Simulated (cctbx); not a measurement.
# Resonant diffraction in KMn6Al

Space group Amm2 (no. 38), a = 4.7070 Å, b = 6.0630 Å, c = 10.4680 Å, α = 90.00°, β = 90.00°, γ = 90.00°.

| atom | mult. | x | y | z | Ueq (Å²) |
| --- | --- | --- | --- | --- | --- |
| Mn1 | 2 | 1/2 | 1/2 | 0.6658 | 0.0178 |
| Mn2 | 4 | 1/2 | 0.7549 | 0.9140 | 0.0101 |
| Mn3 | 2 | 0 | 1/2 | 0.8362 | 0.0146 |
| Mn4 | 4 | 0 | 0.7485 | 0.0883 | 0.0131 |
| K1 | 2 | 1/2 | 1/2 | 0.1674 | 0.0151 |
| Al1 | 2 | 0 | 1/2 | 0.3322 | 0.0136 |

This is a model crystal, built by substitution and not relaxed, with assumed displacement parameters.

Calculated with cctbx: free-atom f′ and f″ from the Sasaki tables, no fine structure; amplitudes in electrons.

How do |F(hkl)| and |F(−h−k−l)| change across the Mn K edge?

```text
E (eV)    f'(Mn)   f''           |F|1 1 3        |F|0 0 2        |F|2 0 0        |F|1 0 0
   5939   -2.19   0.55       19.3/  20.0      9.5/  14.3    230.7/ 230.7     11.4/  11.4
   6289   -3.00   0.50       16.2/  16.9      9.1/  13.3    221.4/ 221.4     11.5/  11.5
   6419   -3.73   0.48       13.4/  14.1      8.8/  12.5    213.1/ 213.1     11.5/  11.5
   6479   -4.48   0.47       10.5/  11.4      8.6/  11.9    204.6/ 204.6     11.5/  11.5
   6509   -5.18   0.47        7.9/   8.9      8.6/  11.4    196.7/ 196.7     11.5/  11.5
   6524   -5.91   0.46        5.1/   6.5      8.7/  11.1    188.3/ 188.3     11.5/  11.5
   6531   -6.58   0.46        2.5/   4.7      9.0/  10.9    180.7/ 180.7     11.5/  11.5
   6535   -7.29   0.46        0.2/   3.7      9.5/  10.8    172.6/ 172.6     11.5/  11.5
   6543   -7.51   3.96       13.4/   9.6     15.3/   4.7    176.7/ 176.7     11.5/  11.5
   6547   -6.67   3.95       13.5/   9.9     15.0/   4.8    185.9/ 185.9     11.5/  11.5
   6554   -5.93   3.95       14.2/  10.9     14.8/   5.3    194.1/ 194.1     11.5/  11.5
   6569   -5.12   3.93       15.5/  12.6     14.7/   6.1    202.9/ 202.9     11.5/  11.5
   6599   -4.33   3.89       17.2/  14.7     14.7/   7.1    211.7/ 211.7     11.5/  11.5
   6689   -3.23   3.79       19.9/  18.0     14.9/   8.6    223.6/ 223.6     11.5/  11.5
   6939   -2.10   3.55       23.0/  21.5     15.2/  10.4    235.8/ 235.8     11.6/  11.6
```

The edge is at 6539 eV. f′ of Mn falls from -3.7 e at 6419 eV to -7.3 e at 4 eV below it, and f″ steps from 0.46 to 3.95 e across it. Over that approach |F| changes by -99 % (1 1 3), +8 % (0 0 2), -19 % (2 0 0) and +0 % (1 0 0): a reflection falls where Mn scatters in phase with the total and rises where it scatters against it; it hardly moves where the Mn term is small or cancels by symmetry or lies in quadrature to the total. The f″ term interferes with the normal scattering with opposite sign for the two Friedel mates. The largest Friedel difference in the scan is 179.5 % of the mean (1 1 3, at 6535 eV).

[Logs are printed without paths, hosts, clocks, repeated set-up lines and the standing remarks that a program may print on its own settings, such as how far it seeks lower states.]
